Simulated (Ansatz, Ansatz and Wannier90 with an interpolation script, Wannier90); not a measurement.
Planning a run of Ansatz 0.2.0 on SrLaGaO4 (I4mm). The input:

```yaml
crystal:
  lattice:
    - [-1.949933, 1.949933, 6.295103]
    - [1.949933, -1.949933, 6.295103]
    - [1.949933, 1.949933, -6.295103]
  atoms:
    - { symbol: Sr, position: [0.641764, 0.641764, 0.0] }
    - { symbol: La, position: [0.35792, 0.35792, 0.0] }
    - { symbol: Ga, position: [0.00459, 0.00459, 0.0] }
    - { symbol: O, position: [0.994913, 0.494913, 0.5] }
    - { symbol: O, position: [0.494913, 0.994913, 0.5] }
    - { symbol: O, position: [0.835076, 0.835076, 0.0] }
    - { symbol: O, position: [0.170824, 0.170824, 0.0] }
kpoints:
  mp_grid: { grid: [6, 6, 6] }
hamiltonian:
  xc: lda
scf:
  occupations: { method: fixed }
  n_extra_bands: 50
output:
  wannier:
    kmesh: [6, 6, 6]
    projections:
      - { species: La, l: d, shell: 5 }
      - { species: La, l: f, shell: 4 }
      - { species: O, l: p, shell: 2 }
    minimise: true
    write_hr: true
    seedname: w
    conv_tol: 1.0e-06
    max_iter: 20000
    stability_check: false
    disentanglement:
      window: [1.83, 18.54]
      frozen_window: [1.83, 12.89]
      conv_tol: 1.0e-08
```

```sh
ansatz run input.yaml --threads 4 --pin off --max-ram 18432MiB --backend cpu --events-out ev --progress --plain --runs-dir out
```

**Question.** How long will it take on 4 threads of Arm Neoverse V1, shared host, and how much memory?

It took 28 s; on shared hardware allow 14 s to 57 s. Peak host memory was 0.94 GiB.

[Paths, hosts, dates, memory and timing lines, banners, echoed tables and standing remarks are left out of the program output.]

[Logs are printed without paths, hosts, clocks, repeated set-up lines and the standing remarks that a program may print on its own settings, such as how far it seeks lower states.]

[Runs of the session that timed out or met a known fault of the program may be left out.]

[Hosts, paths, dates, database ids (printed as entryN), source tags and the programs' standing remarks are cut or masked in the printed files.]
